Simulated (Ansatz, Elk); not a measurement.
# AlC: X-ray structure factors from the self-consistent density

Structure refinements treat a crystal as free atoms side by side. For a made-up structure of AlC (cell and positions from a PBE relaxation) the runs below show what the calculated density changes in F(hkl).

Calculated with Elk 11.2.3 (patched build); DFT, PBE, all-electron APW+lo, Dirac cores, scalar-relativistic bands, static density, no spin.

This account leaves out most program logs.

The structure was built from a prototype and need not be the compound's stable phase.

### Step 1. Starting point

The structure is cubic, space group Fm-3m (No. 225). Conventional cell: a = 4.269 Å, b = 4.269 Å, c = 4.269 Å, α = 90.00°, β = 90.00°, γ = 90.00°. Nearest to Al lie 6 C at 2.13 Å. Nearest to C lie 6 Al at 2.13 Å. Farther neighbours are not listed.

### Step 2. Ground state and structure factors

An all-electron density is needed, since X-rays see the cores too. Task 0 finds the density and task 195 Fourier-transforms it; tshift is off so that phases refer to the origin typed.

elk.in reads:

```
tasks
  0
  195

xctype
  20

spinpol
  .false.

rgkmax
  7.0

gmaxvr
  14.0

lmaxo
  7

lmaxapw
  8

swidth
  0.002

tshift
  .false.

ramdisk
  .false.

hmaxvr
  5.5

maxscl
  120

epspot
  1e-06

sppath
  './'

avec
  -0.00000000000 4.03382980166 4.03382980166
  4.03382980166 -0.00000000000 4.03382980166
  4.03382980166 4.03382980166 0.00000000000

atoms
  2
  'Al.in'
  1
  0.5000000000 0.5000000000 0.5000000000   0.000000 0.000000 0.000000
  'C.in'
  1
  -0.0000000000 0.0000000000 0.0000000000   0.000000 0.000000 0.000000

ngridk
  9 9 9
```

On the command line:

```bash
> OMP_NUM_THREADS=4 elk
```

The job ended after 4 s (4 threads of Arm Neoverse V1, shared host; peak memory 0.16 GiB).

SFACRHO.OUT:

```text

h k l indices transformed by vhmat matrix:
   1.000000000       0.000000000       0.000000000    
   0.000000000       1.000000000       0.000000000    
   0.000000000       0.000000000       1.000000000    

      h      k      l  multipl.   |H|            Re(F)            Im(F)           |F|

      0      0      0      1   0.0000000       19.000000      0.28804882E-16   19.000000    
      0      0      1      8   1.3489409      -5.2998247      0.98602516E-15   5.2998247    
      0     -1     -1      6   1.5576228       11.930139      0.21210445E-14   11.930139    
      0      1     -1     12   2.2028113       9.7528792     -0.85708669E-15   9.7528792    
      2      0      1     24   2.5830252      -4.9257140      0.25626032E-14   4.9257140    
      0      0      2      8   2.6978818       8.5881542     -0.16098979E-14   8.5881542    
     -2     -2      0      6   3.1152456       7.8096078      0.29882188E-14   7.8096078    
      0     -1      2     24   3.3947602      -3.9157797      0.31719928E-14   3.9157797    
     -1      1      2     24   3.4829505       7.0922375     -0.13221471E-14   7.0922375    
     -1     -1      2     24   3.8153811       6.5240857      0.10511608E-14   6.5240857    
      3      2      0     24   4.0468228      -3.1002848      0.28207710E-14   3.1002848    
      3      0      0      8   4.0468228      -3.1055097      0.16979598E-14   3.1055097    
     -2      2      0     12   4.4056226       5.6327968     -0.91060348E-15   5.6327968    
      3      4      2     48   4.6075104      -2.5025303     -0.96573101E-14   2.5025303    
      1     -3      0     24   4.6728684       5.2814024      0.97518933E-15   5.2814024    
     -3      0     -3      6   4.6728684       5.2858550      0.28400814E-14   5.2858550    
      1     -3     -2     24   4.9256358       4.9730964      0.17505418E-14   4.9730964    
      1      0      4     24   5.1070079      -2.0690750      0.21219436E-14   2.0690750
```

Elk indexes on the primitive cell of elk.in and gives |H| = 4π sin θ/λ in inverse bohr. Below, one row stands for each form hkl of the conventional cell (m members, Friedel mates merged), F is for one primitive cell and the density is static (no thermal factor). Free-atom factors are Waasmaier and Kirfel's, and R is Σm||F|−|F'||/Σm|F|.

```
hkl   m  sin θ/λ (Å⁻¹)  abs F, DFT  neutral atoms   diff.
111   8          0.203       5.300          5.597  -0.297
200   6          0.234      11.930         11.791  +0.139
220  12          0.331       9.753          9.804  -0.051
311  24          0.388       4.926          4.901  +0.024
222   8          0.406       8.588          8.631  -0.043
400   6          0.469       7.810          7.772  +0.038
331  24          0.510       3.916          3.920  -0.004
420  24          0.524       7.092          7.091  +0.002
422  24          0.574       6.524          6.528  -0.004
511  24          0.609       3.100          3.105  -0.005
333   8          0.609       3.106          3.105  +0.000
440  12          0.662       5.633          5.643  -0.010
531  48          0.693       2.502          2.498  +0.004
442  24          0.703       5.281          5.288  -0.007
600   6          0.703       5.286          5.288  -0.003
620  24          0.741       4.973          4.979  -0.006
533  24          0.768       2.069          2.055  +0.014
622  24          0.777       4.701          4.707  -0.006
```

### Step 3. The highest occupied states alone

An energy window below the Fermi level keeps the highest occupied states, to see at which angles they scatter; shallow core shells can lie inside it and anion s states outside. No new self-consistency is needed.

elk.in: that of step 2 with these lines changed.

```diff
@@ -1,3 +1,2 @@
 tasks
-  0
   195
@@ -40,2 +39,5 @@
 
+wsfac
+  -0.065700 0.601790
+
 sppath
```

On the command line:

```bash
> OMP_NUM_THREADS=4 elk
```

The job ended after 1.2 s (4 threads; peak memory 0.16 GiB; 1.5 s of CPU time).

States within 10 eV below the Fermi level hold 5.54 electrons; any levels below the window count with the cores, and a count that is not whole means the window cuts a band. Their amplitudes can exceed the total, where window and core parts have opposite phase:

```
hkl  sin θ/λ (Å⁻¹)  abs F, window  abs F, all
111          0.203          1.349       5.300
200          0.234          1.093      11.930
220          0.331          0.278       9.753
311          0.388          0.157       4.926
222          0.406          0.105       8.588
400          0.469          0.108       7.810
331          0.510          0.034       3.916
420          0.524          0.054       7.092
422          0.574          0.039       6.524
511          0.609          0.061       3.100
```

### Step 4. Another functional

The difference from free atoms is small, so it is set against the change that PBEsol makes.

elk.in: that of step 3 with these lines changed.

```diff
@@ -1,2 +1,3 @@
 tasks
+  0
   195
@@ -4,3 +5,3 @@
 xctype
-  20
+  22
 
@@ -39,5 +40,2 @@
 
-wsfac
-  -0.065700 0.601790
-
 sppath
```

On the command line:

```bash
> OMP_NUM_THREADS=4 elk
```

Elapsed: 3.8 s, on 4 threads; peak memory 0.16 GiB.

Against the first run R = 0.11 %; the largest change is -0.016 at 200.

### Step 5. Basis size

A smaller basis shows how fast F responds to it; the change is likely larger than the basis error of the first run, but doesn't show convergence.

elk.in: that of step 4 with these lines changed.

```diff
@@ -5,3 +5,3 @@
 xctype
-  22
+  20
 
@@ -11,3 +11,3 @@
 rgkmax
-  7.0
+  5.5
```

On the command line:

```bash
> OMP_NUM_THREADS=4 elk
```

Wall time 3.8 s (4 threads); peak memory 0.16 GiB.

Against the first run R = 0.11 %; the largest change is -0.011 at 331.

### Step 6. A coarser k-mesh

About half the k-points along each axis test the sampling.

elk.in: that of step 5 with these lines changed.

```diff
@@ -11,3 +11,3 @@
 rgkmax
-  5.5
+  7.0
 
@@ -58,2 +58,2 @@
 ngridk
-  9 9 9
+  4 4 4
```

On the command line:

```bash
> OMP_NUM_THREADS=4 elk
```

The job ended after 2.8 s (4 threads; peak memory 0.16 GiB; 5 s of CPU time).

Against the first run R = 0.01 %; the largest change is +0.005 at 200.

### Step 7. Settings against the effect

```
          run  R against the first run (%)  R against neutral atoms, low angle (%)  wall time
PBE, rgkmax 7                         0.00                                    2.82        4 s
       PBEsol                         0.11                                    2.64      3.8 s
   rgkmax 5.5                         0.11                                    2.73      3.8 s
 k-mesh 4×4×4                         0.01                                    2.88      2.8 s
```

### Step 8. Outcome

```json
{"R against neutral atoms, sin θ/λ < 0.3 Å⁻¹": "2.82 %", "R against neutral atoms, 0.3 to 0.81 Å⁻¹": "0.21 %"}
```

What this shows: Independent neutral atoms miss the calculated amplitudes by R = 2.82 % below 0.3 Å⁻¹ and 0.21 % from there to 0.81 Å⁻¹; by shells, 2.82 % 0.15 to 0.3 (2 forms), 0.51 % 0.3 to 0.45 (3 forms), 0.14 % above 0.45 (14 forms). Bonding, aspherical density and the tables' own atoms all enter these figures, and the runs don't part them. The largest change of an amplitude is -0.30 electrons, at 111. The window's part falls from 5.5 electrons at the origin to at most 0.11 between 0.45 and 0.81 Å⁻¹. Below 0.3 Å⁻¹ the changes that finished (PBEsol, rgkmax 5.5 and k-mesh 4×4×4) move F by R = 0.18 % at most, against the 2.82 % that separates it from free atoms. Part of the difference isn't bonding: the tables are fits to free atoms and ions calculated by other methods than this functional. Thermal motion, anomalous dispersion and extinction are left out.

[Logs are printed without paths, hosts, clocks, repeated set-up lines and the standing remarks that a program may print on its own settings, such as how far it seeks lower states.]

[Hosts, paths, dates, database ids (printed as entryN), source tags and the programs' standing remarks are cut or masked in the printed files.]
